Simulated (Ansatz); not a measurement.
# Ta2NF2 monolayer: following an unstable mode, part 3 of 3

Aim: this structure of Ta2NF2 monolayer is to be tested for unstable modes, and one is followed downhill.

Ansatz 0.2.0; DFT PBEsol, scalar-relativistic, plane waves, PAW.

So far. Step 4 (The mode frozen in, largest atomic shift 0.32 Å): The energy, extrapolated to zero smearing, is -8.91 meV/atom against the undistorted cell. Step 5 (Energy along the mode, all amplitudes (two of the runs …): The lowest of the steps tried is at 0.32 Å, 8.91 meV/atom below the parent; the bottom of the well need not coincide with a step.

### Step 6. Relaxation from the frozen mode (continued)

Valence density in the ac plane at fractional y = 0.017, with atoms of N and Ta and F within 0.2 Å of it. It is the smooth field of the valence electrons, not physical close to the nuclei.

Values in units of 1e0 e/Å³, 24 rows by 15 columns, each cell a mean:
```
0.0 0.0 0.0 0.0 0.0 0.0 0.0 0.0 0.0 0.0 0.0 0.0 0.0 0.0 0.0
0.0 0.0 0.0 0.0 0.0 0.0 0.0 0.0 0.0 0.0 0.0 0.0 0.0 0.0 0.0
0.0 0.0 0.0 0.0 0.0 0.0 0.0 0.0 0.0 0.0 0.0 0.0 0.0 0.0 0.0
0.0 0.0 0.0 0.0 0.0 0.0 0.0 0.0 0.0 0.0 0.0 0.0 0.0 0.0 0.0
0.0 0.0 0.0 0.0 0.0 0.0 0.0 0.0 0.0 0.0 0.0 0.0 0.0 0.0 0.0
0.0 0.0 0.0 0.0 0.0 0.0 0.0 0.0 0.0 0.0 0.0 0.0 0.0 0.0 0.0
0.0 0.0 0.0 0.0 0.0 0.0 0.0 0.0 0.0 0.0 0.0 0.0 0.0 0.0 0.0
0.0 0.0 0.0 0.0 0.0 0.0 0.0 0.0 0.0 0.0 0.0 0.0 0.0 0.0 0.0
0.0 0.0 0.0 0.0 0.0 0.0 0.0 0.0 0.0 0.0 0.0 0.0 0.0 0.0 0.0
0.0 0.0 0.0 0.0 0.0 0.0 0.0 0.0 0.0 0.0 0.0 0.0 0.0 0.0 0.0
0.0 0.0 0.0 0.0 0.0 0.0 0.0 0.0 0.0 0.0 0.0 0.0 0.0 0.0 0.0
0.0 0.0 0.0 0.0 0.0 0.0 0.0 0.0 0.0 0.0 0.0 0.0 0.0 0.0 0.0
0.0 0.0 0.0 0.0 0.0 0.0 0.0 0.0 0.0 0.0 0.0 0.0 0.0 0.0 0.0
0.0 0.0 0.0 0.0 0.0 0.0 0.0 0.0 0.0 0.0 0.0 0.0 0.0 0.0 0.0
0.0 0.0 0.1 0.3 1.5 3.7 2.9 0.7 0.1 0.0 0.0 0.0 0.0 0.0 0.0
0.2 0.2 0.2 0.4 1.3 3.0 2.4 0.8 1.0 2.3 2.6 2.4 1.2 0.4 0.2
1.4 0.9 0.5 0.4 0.5 0.6 0.5 0.4 0.9 1.8 2.1 1.8 1.0 0.8 1.3
1.6 1.0 0.6 1.4 3.3 3.9 3.4 1.6 0.4 0.4 0.4 0.3 0.3 0.7 1.5
0.0 0.0 0.1 0.1 0.2 0.3 0.3 0.3 1.1 4.3 5.3 2.1 0.4 0.1 0.0
0.0 0.0 0.0 0.0 0.0 0.0 0.0 0.0 0.0 0.1 0.1 0.0 0.0 0.0 0.0
0.0 0.0 0.0 0.0 0.0 0.0 0.0 0.0 0.0 0.0 0.0 0.0 0.0 0.0 0.0
0.0 0.0 0.0 0.0 0.0 0.0 0.0 0.0 0.0 0.0 0.0 0.0 0.0 0.0 0.0
0.0 0.0 0.0 0.0 0.0 0.0 0.0 0.0 0.0 0.0 0.0 0.0 0.0 0.0 0.0
0.0 0.0 0.0 0.0 0.0 0.0 0.0 0.0 0.0 0.0 0.0 0.0 0.0 0.0 0.0
```
Columns run along a (5.5 Å), rows up along c (33.2 Å). Atoms in or near the plane, at fractional coordinates: N at (0.00, 0.29), Ta at (0.69, 0.33), Ta at (0.37, 0.27), F at (0.37, 0.37), F at (0.65, 0.23).

Electrostatic potential energy in the ac plane at fractional y = 0.017, with atoms of N and Ta and F within 0.2 Å of it. With pseudopotentials it is smooth inside the atoms' cores, unlike the true potential.

Values in eV, 24 rows by 15 columns, each cell a mean:
```
  0   0   0   0   0   0   0   0   0   0   0   0   0   0   0
  0   0   0   0   0   0   0   0   0   0   0   0   0   0   0
  0   0   0   0   0   0   0   0   0   0   0   0   0   0   0
  0   0   0   0   0   0   0   0   0   0   0   0   0   0   0
  0   0   0   0   0   0   0   0   0   0   0   0   0   0   0
  0   0   0   0   0   0   0   0   0   0   0   0   0   0   0
  0   0   0   0   0   0   0   0   0   0   0   0   0   0   0
  0   0   0   0   0   0   0   0   0   0   0   0   0   0   0
  0   0   0   0   0   0   0   0   0   0   0   0   0   0   0
  0   0   0   0   0   0   0   0   0   0   0   0   0   0   0
  0   0   0   0   0   0   0   0   0   0   0   0   0   0   0
  0   0   0   0   0   0   0   0   0   0   0   0   0   0   0
  0   0   0   0   0   0   0   0   0   0   0   0   0   0   0
  0   0   0   0   0   0   0   0   0   0   0   0   0   0   0
 -1  -1  -1  -3 -13 -19 -18  -8  -2  -2  -3  -3  -2  -1  -1
 -3  -5  -6  -7 -15 -20 -19 -15 -23 -31 -33 -31 -23 -10  -4
-21 -15  -8  -9 -12 -13 -12 -12 -19 -25 -27 -26 -20 -16 -20
-21 -16 -13 -29 -39 -40 -39 -31 -13  -7  -6  -5  -5 -11 -20
 -1  -2  -3  -6  -9 -11  -9  -6 -13 -31 -33 -22  -4  -2  -1
  0   0   0   0   0   0   0   0   0   0   0   0   0   0   0
  0   0   0   0   0   0   0   0   0   0   0   0   0   0   0
  0   0   0   0   0   0   0   0   0   0   0   0   0   0   0
  0   0   0   0   0   0   0   0   0   0   0   0   0   0   0
  0   0   0   0   0   0   0   0   0   0   0   0   0   0   0
```
Columns run along a (5.5 Å; values clipped at the 3rd and 97th percentile), rows up along c (33.2 Å). Atoms in or near the plane, at fractional coordinates: N at (0.00, 0.29), Ta at (0.69, 0.33), Ta at (0.37, 0.27), F at (0.37, 0.37), F at (0.65, 0.23).

The distorted start has space group P-3; the relaxation ends in P-3.

### Step 7. The phases reached

The phases reached along the modes that were followed are set side by side.

Energies are those of the first relaxation, on the mesh of the frozen mode; space group, volume and gap are those of the last relaxation. Phases, by row:

```
                  mode frozen in  space group  energy from parent (meV/atom)  volume (Å³/atom)  gap on mesh (eV)  lowest zone-centre optical mode (cm⁻¹)  largest shift (Å)
                          parent        P-3m1                              0             60.93                 0                                       –                  –
     q = (0, -0.5, 0), 148i cm⁻¹       P2_1/m                         -171.6             57.73                 0                                       –              0.995
q = (0.333, 0.333, 0), 132i cm⁻¹          P-3                         -55.87             57.99                 0                                       –              0.458
```

### Step 8. Summary of results

```yaml
unstable_mode_of_the_parent: q = (0.333, 0.333, 0), 132i cm⁻¹
depth_at_the_lowest_point_sampled: 8.91 meV/atom
largest_atomic_shift_at_that_point: 0.32 Å
space_group_reached_within_0p01_a: P-3
energy_gained_over_the_parent_first_relaxation_on_the_mesh_of_the_frozen_mode: 55.9 meV/atom
area_per_atom_phase_reached: 1.75 Å²
```

In words: Along this mode the structure falls into P-3, 55.9 meV/atom below the parent. At the parent's cell the well is 8.912 meV/atom deep on the steps tried, with its lowest point at a shift of 0.32 Å. Relaxing atoms and cell changes the gain by +46.96 meV/atom against the lowest step (energies at zero smearing). Most of the total comes from this relaxation. The modes of the phase reached were not computed on this path. Of the 2 patterns followed to their end from this parent, this one ends 116 meV/atom above the lowest, P2_1/m. Each path keeps the symmetry of its pattern, so a lower phase may lie along a pattern not tried. With no gap, or one that is small against the smearing, the frequencies hang on the k mesh and the smearing, most of all near Kohn anomalies. The phonon runs are without spin polarisation, although the cell has an odd electron count. In a sheet or slab the interpolated bending branch near Γ is rough, since the rotational sum rule isn't imposed. Spin-orbit coupling is left out, which can matter for the heavy elements here. A phonon run warned that its eigensolver left some bands unconverged in a pass. The starting cell was built on a prototype and not taken from a measurement.

[Logs are printed without paths, hosts, clocks, repeated set-up lines and the standing remarks that a program may print on its own settings, such as how far it seeks lower states.]

[Hosts, paths, dates, database ids (printed as entryN), source tags and the programs' standing remarks are cut or masked in the printed files.]
